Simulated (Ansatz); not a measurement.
## In2Se (model cell, started as cuprite): a soft mode frozen in

Wanted: the energy along a soft mode of In2Se (model cell, started as cuprite) and the structure at the end.

Main program and level: Ansatz 0.2.0; DFT PBEsol, scalar-relativistic, plane waves, PAW.

The structure was built from a prototype and need not be the compound's stable phase.

**1. Starting point**

Symmetry: Pn-3m, No. 224, cubic system. Conventional cell: a = 6.628 Å, b = 6.628 Å, c = 6.628 Å, α = 90.00°, β = 90.00°, γ = 90.00°. Nearest to Se lie 4 In at 2.87 Å. Nearest to In lie 2 Se at 2.87 Å. Farther neighbours and most contacts between anions are not listed.

**2. The dispersion**

The cell comes from relaxations at this level that are not shown. Stability and thermal properties need the whole zone. Linear response on a 2×2×2 q mesh gives force constants as far as a supercell of that size would.

input.yaml

```yaml
crystal:
  lattice:
    - [6.6284302234, 0.0, 0.0]
    - [0.0, 6.6284302234, 0.0]
    - [0.0, 0.0, 6.6284302234]
  atoms:
    - { symbol: Se, position: [0.0, 0.0, 0.0] }
    - { symbol: Se, position: [0.5, 0.5, 0.5] }
    - { symbol: In, position: [0.25, 0.25, 0.25] }
    - { symbol: In, position: [0.75, 0.75, 0.25] }
    - { symbol: In, position: [0.75, 0.25, 0.75] }
    - { symbol: In, position: [0.25, 0.75, 0.75] }
kpoints:
  mp_grid: { grid: [6, 6, 6] }
hamiltonian:
  xc: pbesol
scf:
  occupations: { method: methfessel_paxton, width: 0.2 }
output:
  eigenvalues: true
phonons:
  method: dfpt
  qmesh: [2, 2, 2]
  temperatures: { t_max: 1000, t_step: 50 }
  qpath:
    path:
      - [[0.0, 0.0, 0.0], [0.0, 0.5, 0.0], [0.5, 0.5, 0.0], [0.0, 0.0, 0.0], [0.5, 0.5, 0.5], [0.0, 0.5, 0.0]]
      - [[0.5, 0.5, 0.5], [0.5, 0.5, 0.0]]
    npoints: 10
```

Started as:

```sh
$ ansatz run input.yaml --threads 8 --pin off --max-ram 14336MiB --backend cpu --events-out ev --progress --plain --runs-dir out
```

Numbers of over 12 decimals in the logs are rounded to 6 here.

Output:

```text
Warning: phonons: the dynamical matrix that this run interpolates holds no multipole term above the dipole-dipole one, and a site of this crystal is no centre of inversion, so its interpolated transverse optical and acoustic branches and sound speeds can stay off near Gamma, and the density of states and the thermodynamics with them. What a run solves at a wave vector of phonons.qpoints, Gamma apart, where the deck admits one, is free of this, and under fd what a larger phonons.supercell samples
Engine: ansatz 0.2.0, aarch64-unknown-linux-gnu
Pseudopotentials: kind: paw
Pseudopotential: Se, paw, valence charge 16, recommended cutoff 420 eV (normal), Se.paw.azcp
Pseudopotential: In, paw, valence charge 13, recommended cutoff 420 eV (normal), In.paw.azcp
Functional definition: PBEsol
  exchange = pbesol_x
  correlation = pbesol_c
Crystal: 6 atoms, lattice volume = 291.227 Å³
Basis set: ecut = 420 eV, 5695 PW (Γ), exchange–correlation on 96×96×96 points (8 copies of the dense FFT grid, shifted against one another)
Bands: 51, of which v1, the nominal top of the filled ones, is band 42 counted from 1 (41 counted from 0)
Symmetry: 48 space group operations
k-points: 20 of 216
Non-local potential: Se, projectors of the file, l = 0: 2, l = 1: 2, l = 2: 3, l = 3: 1
Non-local potential: In, projectors of the file, l = 0: 2, l = 1: 2, l = 2: 2, l = 3: 2
PAW form: soft (Blöchl's): semilocal exchange-correlation on the pseudo side does not see the compensation charge
PAW frozen core: Se, regenerated for the run's functional, and the local potential with it (the file was generated under x = pbe(κ = 0.804, μ = 0.219515), c = pbe(β = 0.066725))
PAW frozen core: In, regenerated for the run's functional, and the local potential with it (the file was generated under x = pbe(κ = 0.804, μ = 0.219515), c = pbe(β = 0.066725))
PAW one-centre angular grid: Se, 590 points (default); XC on 64 Gauss nodes
PAW one-centre angular grid: In, 590 points (default); XC on 64 Gauss nodes
Initial density: superposition of atomic densities (neutral atoms: chi_scale 0, normalization atom), corrected by the library's trained network
Initial wavefunctions: pseudopotential atomic-orbital guess
Functional: x = pbesol(κ = 0.804, μ = 0.123457), c = pbesol(β = 0.046)
SCF iter   1: F=—  HF=-32947.148115 eV  |F-HF|=—  |Δ(HF+E_count)|=         —  Δρ=5.09e-3  dr2=2.18e-1  ethr=1.77e-3  ⟨swp⟩=7.0  Hψ=3662  notcnv=0
preconditioner: auto → LDOS  [metal: Δε(μ)=0.033 eV  Ē_g=12.756 eV  σ=0.200 eV  W_gap=0.14  n_scr=56 (ndim 8)  ℏωp=17.4 eV  f_vac=0.169  D(μ)=4.60/eV (n_scr^D=26)  β→1.0]
SCF iter   2: F=—  HF=-32947.123221 eV  |F-HF|=—  |Δ(HF+E_count)|=   2.49e-2  S|Δr|=    0.00e0  Δρ=1.35e-3  dr2=1.21e-2  ethr=2.59e-4  ⟨swp⟩=2.0  Hψ=1246  notcnv=0
SCF iter   3: F=—  HF=-32947.124309 eV  |F-HF|=—  |Δ(HF+E_count)|=   1.09e-3  S|Δr|=    0.00e0  Δρ=8.05e-4  dr2=1.56e-3  ethr=1.44e-5  ⟨swp⟩=2.0  Hψ=1614  notcnv=0
SCF iter   4: F=—  HF=-32947.123833 eV  |F-HF|=—  |Δ(HF+E_count)|=   4.77e-4  S|Δr|=    0.00e0  Δρ=2.57e-4  dr2=1.53e-4  ethr=1.85e-6  ⟨swp⟩=2.0  Hψ=1617  notcnv=0
SCF iter   5: F=—  HF=-32947.123802 eV  |F-HF|=—  |Δ(HF+E_count)|=   3.12e-5  S|Δr|=    0.00e0  Δρ=3.09e-5  dr2=3.85e-6  ethr=1.82e-7  ⟨swp⟩=2.0  Hψ=1610  notcnv=0
SCF iter   6: F=—  HF=-32947.123776 eV  |F-HF|=—  |Δ(HF+E_count)|=   2.53e-5  S|Δr|=    0.00e0  Δρ=1.02e-5  dr2=5.88e-7  ethr=4.58e-9  ⟨swp⟩=2.0  Hψ=1838  notcnv=0
SCF iter   7: F=—  HF=-32947.123776 eV  |F-HF|=—  |Δ(HF+E_count)|=   5.54e-7  S|Δr|=    0.00e0  Δρ=1.40e-6  dr2=3.43e-9  ethr=7.00e-10  ⟨swp⟩=2.0  Hψ=1816  notcnv=0
SCF iter   8: F=—  HF=-32947.123776 eV  |F-HF|=—  |Δ(HF+E_count)|=   3.99e-9  S|Δr|=    0.00e0  Δρ=4.45e-7  dr2=5.35e-10  ethr=4.09e-12  ⟨swp⟩=2.0  Hψ=1838  notcnv=0
SCF iter   9: F=—  HF=-32947.123776 eV  |F-HF|=—  |Δ(HF+E_count)|=  5.89e-10  S|Δr|=    0.00e0  Δρ=6.77e-8  dr2=1.73e-11  ethr=1.00e-12  ⟨swp⟩=2.0  Hψ=1817  notcnv=0
SCF iter  10: F=-32947.123776 eV  HF=-32947.123776 eV  |F-HF|=1.46e-11  |Δ(HF+E_count)|=    0.00e0  S|Δr|=    0.00e0  Δρ=1.02e-8  dr2=3.81e-13  ethr=1.00e-12  ⟨swp⟩=11.8  Hψ=4573  notcnv=0
SCF 1 converged in 10 iterations: F = -32947.123776 eV  dr2 = 3.81e-13
  greatest PAW one-centre occupation: 1.000 electrons in one spin orbital (limit 2), on the Se atom at site 1 (counted from 0), in its partial waves of l = 2
Initial density: read from a saved state, or passed on in memory by an earlier SCF of this step, an earlier step, the calling program or the single point that the run made first
iter 1 solved again at ethr=2.62e-7 eV; its pass at ethr=3.10e-3 eV (dr2=2.20e-4 eV) is discarded
SCF iter   1: F=—  HF=-32947.123808 eV  |F-HF|=—  |Δ(HF+E_count)|=         —  Δρ=1.10e-6  dr2=1.50e-9  ethr=2.62e-7  ⟨swp⟩=3.2  Hψ=5871  notcnv=0
eigensolver tolerance schedule: the retry pair's looser diagonalisation over-reported the residual by 146857.79 of it (diagonalisation noise at an unbounded share of the residual, at the tolerance the schedule requests for it); recorded, not acted on — ethr = c·dr2/N_el stays at c = 1.0e-1
preconditioner: auto → LDOS  [metal: Δε(μ)=0.052 eV  Ē_g=12.769 eV  σ=0.200 eV  W_gap=0.22  n_scr=56 (ndim 8)  ℏωp=17.4 eV  f_vac=0.230  D(μ)=5.21/eV (n_scr^D=26)  β→1.0]
SCF iter   2: F=—  HF=-32947.123776 eV  |F-HF|=—  |Δ(HF+E_count)|=   3.24e-5  S|Δr|=    0.00e0  Δρ=1.62e-6  dr2=3.57e-9  ethr=1.78e-12  ⟨swp⟩=4.0  Hψ=2837  notcnv=0
SCF iter   3: F=—  HF=-32947.123776 eV  |F-HF|=—  |Δ(HF+E_count)|=   1.96e-9  S|Δr|=    0.00e0  Δρ=5.99e-7  dr2=4.16e-10  ethr=1.78e-12  ⟨swp⟩=2.0  Hψ=1696  notcnv=0
SCF iter   4: F=—  HF=-32947.123776 eV  |F-HF|=—  |Δ(HF+E_count)|=  1.46e-10  S|Δr|=    0.00e0  Δρ=4.15e-7  dr2=2.08e-10  ethr=1.00e-12  ⟨swp⟩=1.0  Hψ=1020  notcnv=0
SCF iter   5: F=—  HF=-32947.123776 eV  |F-HF|=—  |Δ(HF+E_count)|=  5.09e-11  S|Δr|=    0.00e0  Δρ=2.77e-7  dr2=9.32e-11  ethr=1.00e-12  ⟨swp⟩=1.0  Hψ=1020  notcnv=0
SCF iter   6: F=—  HF=-32947.123776 eV  |F-HF|=—  |Δ(HF+E_count)|=  4.37e-11  S|Δr|=    0.00e0  Δρ=2.08e-7  dr2=5.31e-11  ethr=1.00e-12  ⟨swp⟩=1.0  Hψ=1020  notcnv=0
SCF iter   7: F=—  HF=-32947.123776 eV  |F-HF|=—  |Δ(HF+E_count)|=  7.28e-12  S|Δr|=    0.00e0  Δρ=1.55e-7  dr2=2.95e-11  ethr=1.00e-12  ⟨swp⟩=1.0  Hψ=1020  notcnv=0
SCF iter   8: F=-32947.123776 eV  HF=-32947.123776 eV  |F-HF|=7.28e-12  |Δ(HF+E_count)|=  2.91e-11  S|Δr|=    0.00e0  Δρ=8.08e-8  dr2=8.05e-12  ethr=1.00e-12  ⟨swp⟩=1.1  Hψ=2143  notcnv=0
SCF 2 converged in 8 iterations: F = -32947.123776 eV  dr2 = 8.05e-12
phonons: the bands overlap, so this run is a metal and interpolates without the dipole-dipole term. If the crystal is really an insulator or semiconductor, its LO-TO splitting is missing
NSCF: frozen V_eff on 20 k-points
NSCF: frozen V_eff on 68 k-points
DFPT response loops at q = (0, 0, 0) (fractional): preconditioner auto → none (partly filled bands, converged f_vac=0.230); β = 0.50; Broyden in place of MSR1
NSCF: frozen V_eff on 224 k-points
DFPT response loops at q = (0, 0, -0.5) (fractional): mixed as the last ones told, above
NSCF: frozen V_eff on 224 k-points
DFPT response loops at q = (0, -0.5, -0.5) (fractional): mixed as the last ones told, above
NSCF: frozen V_eff on 136 k-points
DFPT response loops at q = (-0.5, -0.5, -0.5) (fractional): mixed as the last ones told, above
SCF converged after 10 iterations
Stability not checked: this state was not tested for a lower state beside it, because cold or Methfessel-Paxton smearing, or corrected tetrahedra, fill the levels in a way that the test cannot read (fill_not_monotonic; see scf.lower_state_search)
Free energy (F): -32947.123776 eV
Harris-Foulkes:  -32947.123776 eV  (|F-HF|=1.46e-11)
Internal energy: -32947.140452 eV  (E = F + TS)
E sigma→0 (E₀):  -32947.127945 eV
Entropy (-TS):   0.016676 eV (2.779 meV/atom)
Fermi energy:    3.251288 eV
--- Per-component energies (eV) ---
  E_band       = -1351.180651
  E_kinetic    = 1192.188491
  E_local      = -12907.831917  (includes V_loc(G=0)·N_el)
  E_nonlocal   = 283.532252
  E_hartree    = 5707.136239
  E_xc         = -1058.540898
  E_vxc        = -590.696930  (∫ρ·V_xc dr)
  E_paw        = -20051.406134  (= ΣΔE_a)
  E_vpaw       = -742.643916  (= ΣTr[D̂ρ^β])
  E_aug_tail   = -0.001075  (compensation charges beyond the density's cutoff)
  E_ewald      = -6115.177921
  E_core_change = 2.960511  (= ΣΔE_core)
  E_smearing   = 0.016676  (= −TS)
  E_closure    = -0.000000  (closes the sum)
  Σ components = -32947.123776   (vs F -32947.123776, Δ=0.00e0)
--- Band table (eV; the first three rows and the last of 20) ---
  k-point 0: bands = [... 38 lower, 0.4272, 2.9530, 2.9530, 3.3989, 3.3989, 3.3989, 5.3333, 5.3333, ... 5 higher]
  k-point 1: bands = [... 38 lower, 0.7138, 3.0468, 3.1305, 3.2329, 3.3015, 3.3015, 4.9948, 5.3773, ... 5 higher]
  k-point 2: bands = [... 38 lower, 1.3276, 2.7072, 3.1463, 3.1463, 3.3247, 3.6904, 4.3638, 5.2947, ... 5 higher]
  k-point 19: bands = [... 38 lower, 0.3429, 3.2853, 3.2853, 3.2853, 3.7690, 3.7690, 3.7690, 5.7305, ... 5 higher]
--- Phonons (Γ-DFPT): 2 representative perturbations + reference (Σ response iterations 6) ---
  ASR residual: 6.713e-5 → 0.000e0 eV/Å²; symmetrization residual: 1.974e-5 eV/Å²
  ASR residual per site (eV/Å²): 6.71e-5 6.71e-5 2.19e-5 2.19e-5 2.19e-5 2.19e-5
  Γ frequencies (cm⁻¹): -116.34 -116.34 -116.34 -101.77 -101.77 -101.77 -73.98 -73.98 -73.98 -60.23 -60.23 0.00 0.00 0.00 37.13 37.13 37.13 118.95
--- Phonons (arbitrary-q DFPT): 4 irreducible q on the 2×2×2 mesh ---
  q = [0.0000, 0.0000, 0.0000] (star 1, of the zone-centre solve; hermiticity 1.34e-5, symmetrization 2.47e-11): -116.34 -116.34 -116.34 -101.77 -101.77 -101.77 -73.98 -73.98 -73.98 -60.23 -60.23 -0.00 0.00 0.00 37.13 37.13 37.13 118.95
  q = [0.0000, 0.0000, -0.5000] (star 3, 4 solved perturbations in 284 linear systems a pass and spin channel, the states on 112 of 216 k-point pairs; hermiticity 2.28e-5, symmetrization 1.94e-11): -98.33 -98.33 -83.88 -83.88 -74.23 -74.23 -64.81 -64.81 -40.33 -40.33 -16.47 -16.47 29.33 29.33 38.38 38.38 81.28 81.28
  q = [0.0000, -0.5000, -0.5000] (star 3, 4 solved perturbations in 284 linear systems a pass and spin channel, the states on 112 of 216 k-point pairs; hermiticity 1.32e-5, symmetrization 4.74e-12): -105.43 -105.43 -90.44 -90.44 -77.17 -77.17 -50.48 -50.48 -35.65 -35.65 -34.10 -34.10 -4.53 -4.53 37.92 37.92 84.81 84.81
  q = [-0.5000, -0.5000, -0.5000] (star 1, 2 solved perturbations in 108 linear systems a pass and spin channel, the states on 68 of 216 k-point pairs; hermiticity 1.75e-5, symmetrization 1.06e-10): -104.72 -104.72 -104.72 -82.49 -82.49 -82.49 -62.18 -62.18 -62.18 -33.97 -33.97 -24.44 -24.44 -24.44 42.71 42.71 42.71 124.25
  sum rule: each row above includes the acoustic sum rule's correction from the zone centre's row sums; it moved no ω² by more than (0.48 cm⁻¹)²
  mesh force constants: q→R imaginary residual 2.74e-17; ASR residual 6.713e-5 → 0.000e0 eV/Å²; symmetrization residual 6.661e-16 eV/Å²
  interpolated dispersion: 62 rows × 18 modes
  density of states and harmonic sums: on the 10×10×10 q-mesh, interpolated from the force constants of a 2×2×2 supercell (no non-analytic term)
  largest difference from the sums on the solved wave vectors: F 2.26e-1 eV, S 2.81e-4 and C_V 5.54e-5 eV/K
  zero-point energy: 0.016775 eV/cell   skipped modes (ω ≤ 0): 711, of them read as no rigid motion or as one in doubt: 708 (1.261e1 modes/cell left out, lowest -116.34 cm⁻¹)   left out of the sums: 7.01e-1 of the cell's modes: C_V's classical limit lies that fraction below 3 k_B per atom; for a crystal, a wire or a layer, F and S can be off by more, and a phonons.interpolated_qmesh denser along its periods is the remedy for the sampling
```

Run time: 3.1 min. Hardware: 8 threads of Arm Neoverse V2, shared host; peak memory 4.3 GiB; 24 min of CPU time.

Reading the cycles: dr2 is the Hartree energy of the density residual (eV), the measure of convergence; HF is the Harris–Foulkes estimate of the energy, which meets the free energy F at convergence.

Numbers from this step:

```
volume per atom                                         : 48.54 Å³
gap on the k-mesh                                       : 0 eV
sum-rule residual before enforcement                    : 6.71e-5 eV/Å²
lowest frequency on the path                            : -116.5 cm⁻¹
point group                                             : m-3m
highest frequency on the path or at a solved wavevector : 124.2 cm⁻¹
highest optical mode at the zone centre (no LO-TO term) : 119.0 cm⁻¹
lowest optical zone-centre mode                         : -116.3 cm⁻¹
lowest mode on the q mesh (acoustic modes at Γ apart)   : -116.3 cm⁻¹
```

Frequencies (cm⁻¹) solved at each irreducible wavevector; negative means imaginary. Frequencies by wavevector, by row:

```csv
q in reciprocal lattice units,star,mode 1,mode 2,mode 3,mode 4,mode 16,mode 17,mode 18
0 0 0,1,-116.3,-116.3,-116.3,-101.8,37.1,37.1,119
0 0 -0.5,3,-98.3,-98.3,-83.9,-83.9,38.4,81.3,81.3
0 -0.5 -0.5,3,-105.4,-105.4,-90.4,-90.4,37.9,84.8,84.8
-0.5 -0.5 -0.5,1,-104.7,-104.7,-104.7,-82.5,42.7,42.7,124.2
```

Interpolated from a 2×2×2 q mesh. The phonon branches at the labelled points (cm⁻¹):

```csv
point,branch 1,branch 2,branch 3,branch 4,branch 15,branch 16,branch 17,branch 18
Γ,-116,-116,-116,-102,37,37,37,119
halfway,-108,-108,-104,-90,37,37,50,108
X,-98,-98,-84,-84,38,38,81,81
halfway,-102,-102,-91,-91,38,38,83,83
M,-105,-105,-90,-90,38,38,85,85
halfway,-109,-104,-94,-88,35,38,62,101
Γ,-116,-116,-116,-102,37,37,37,119
halfway,-111,-92,-92,-90,37,37,63,103
R,-105,-105,-105,-82,43,43,43,124
halfway,-106,-103,-92,-89,38,40,63,104
X,-98,-98,-84,-84,38,38,81,81
jump to R,-105,-105,-105,-82,43,43,43,124
halfway,-105,-105,-100,-84,41,41,53,113
M,-105,-105,-90,-90,38,38,85,85
```

Symmetry leaves 4 wavevectors to solve. The lowest mode among them, the acoustic zeros apart, lies at Γ and is imaginary, 116.3i cm⁻¹, so the energy falls along it.

**3. The mode frozen in, largest atomic shift 0 Å**

The mode followed lies at Γ with frequency 116.3i cm⁻¹ and is 3-fold degenerate, the softest among the wavevectors solved. At small amplitude the distorted cell has space group no. 160 by a symmetry search on the positions. The undistorted cell that holds it gives the zero of energy on the same k mesh.

input.yaml, the sections that differ from step 2:

```yaml
output:
  forces: true
  stress: true
  eigenvalues: true
# crystal, kpoints, hamiltonian, scf: as in step 2
# phonons: removed
```

Output:

```text
[...]
Crystal: 6 atoms, lattice volume = 291.227 Å³
Basis set: ecut = 420 eV, 5695 PW (Γ), exchange–correlation on 90×90×90 points (8 copies of the dense FFT grid, shifted against one another)
Bands: 51, of which v1, the nominal top of the filled ones, is band 42 counted from 1 (41 counted from 0)
Symmetry: 48 space group operations
[...]
k-points: 20 of 216
[...]
k-point 0: bands = [... 38 lower, 0.4272, 2.9530, 2.9530, 3.3989, 3.3989, 3.3989, 5.3333, 5.3333, ... 5 higher]
  k-point 1: bands = [... 38 lower, 0.7138, 3.0468, 3.1304, 3.2329, 3.3015, 3.3015, 4.9948, 5.3773, ... 5 higher]
  k-point 2: bands = [... 38 lower, 1.3276, 2.7072, 3.1463, 3.1463, 3.3247, 3.6903, 4.3638, 5.2947, ... 5 higher]
  k-point 19: bands = [... 38 lower, 0.3429, 3.2853, 3.2853, 3.2853, 3.7690, 3.7690, 3.7690, 5.7305, ... 5 higher]
[key lines of the parts left out:]
SCF converged after 7 iterations
Free energy (F): -32947.123776 eV
Fermi energy:    3.251288 eV
P = ⅓ Tr σ = -0.0002 GPa (-0.002 kbar)
```

The job ended after 1.9 s (8 threads; peak memory 1.1 GiB).

This step gave:

- pressure: -1.66e-4 GPa
- energy from the undistorted cell: 0 meV/atom

The run ends at a pressure of 0.00 GPa.

**4. The mode frozen in, largest atomic shift 0.32 Å**

The atoms are moved along the unstable eigenvector, the largest shift by 0.32 Å, with the cell fixed.

input.yaml, the sections that differ from step 3:

```yaml
crystal:
  lattice:
    - [6.6284302234, 0.0, 0.0]
    - [0.0, 6.6284302234, 0.0]
    - [0.0, 0.0, 6.6284302234]
  atoms:
    - { symbol: Se, position: [0.0278726757, 0.0278726757, -0.0278726757] }
    - { symbol: Se, position: [0.5278726757, 0.5278726757, 0.4721273243] }
    - { symbol: In, position: [0.2404146864, 0.2404146864, 0.2622535102] }
    - { symbol: In, position: [0.743082883, 0.743082883, 0.256917117] }
    - { symbol: In, position: [0.7377464898, 0.2404146864, 0.7595853136] }
    - { symbol: In, position: [0.2404146864, 0.7377464898, 0.7595853136] }
# kpoints, hamiltonian, scf, output: as in step 3
```

Output:

```text
[...]
Crystal: 6 atoms, lattice volume = 291.227 Å³
Basis set: ecut = 420 eV, 5695 PW (Γ), exchange–correlation on 90×90×90 points (8 copies of the dense FFT grid, shifted against one another)
Bands: 51, of which v1, the nominal top of the filled ones, is band 42 counted from 1 (41 counted from 0)
Symmetry: 6 space group operations
[...]
k-points: 32 of 216 (time reversal used)
[...]
k-point 0: bands = [... 38 lower, 0.7578, 2.5246, 2.5246, 3.3352, 3.7165, 3.7165, 5.2849, 5.2849, ... 4 higher]
  k-point 1: bands = [... 38 lower, 0.8849, 2.5762, 2.5774, 3.2272, 3.6428, 3.7210, 4.9589, 5.3167, ... 4 higher]
  k-point 2: bands = [... 38 lower, 1.3529, 2.4315, 2.6874, 3.1125, 3.6114, 3.9287, 4.3667, 5.1724, ... 4 higher]
  k-point 31: bands = [... 38 lower, 0.4847, 3.0022, 3.0022, 3.0692, 3.8774, 3.8774, 4.0644, 5.6951, ... 4 higher]
[key lines of the parts left out:]
SCF converged after 9 iterations
Free energy (F): -32947.312401 eV
Fermi energy:    3.407582 eV
P = ⅓ Tr σ = 0.4700 GPa (4.700 kbar)
```

Elapsed: 4.7 s, on 8 threads; peak memory 1.1 GiB.

This step gave:

* pressure: 0.4700 GPa
* gap on the k-mesh: 0.2668 eV
* energy from the undistorted cell: -31.96 meV/atom

The energy, extrapolated to zero smearing, is -31.96 meV/atom against the undistorted cell.

The run ends at a pressure of 0.47 GPa, with forces up to 0.98 eV/Å.

**5. Energy along the mode, all amplitudes (two of the runs are shown above)**

An imaginary frequency means negative curvature, so the energy should fall and then rise again as anharmonic terms take over.

Numbers from this step:

```
depth at the lowest point sampled  : 31.96 meV/atom
largest atomic shift at that point : 0.32 Å
```

Energy from the parent against largest atomic shift:

```csv
largest atomic shift (Å),energy from the parent (meV/atom)
0.000,0
0.040,-1.55
0.080,-5.76
0.140,-14.6
0.220,-25.9
0.320,-32.0
0.450,-5.76
0.600,125
```

Displacement at unit largest shift by atom:

```csv
atom,x (Å),y (Å),z (Å),size
Se1,0.577,0.577,-0.577,0.999
Se2,0.577,0.577,-0.577,0.999
In3,-0.199,-0.199,0.254,0.379
In4,-0.143,-0.143,0.143,0.248
In5,-0.254,-0.199,0.199,0.379
In6,-0.199,-0.254,0.199,0.379
```

The lowest of the steps tried is at 0.32 Å, 32.0 meV/atom below the parent; the bottom of the well need not coincide with a step.

(Continued in part 2 of 3.)

[Logs are printed without paths, hosts, clocks, repeated set-up lines and the standing remarks that a program may print on its own settings, such as how far it seeks lower states.]

[Hosts, paths, dates, database ids (printed as entryN), source tags and the programs' standing remarks are cut or masked in the printed files.]
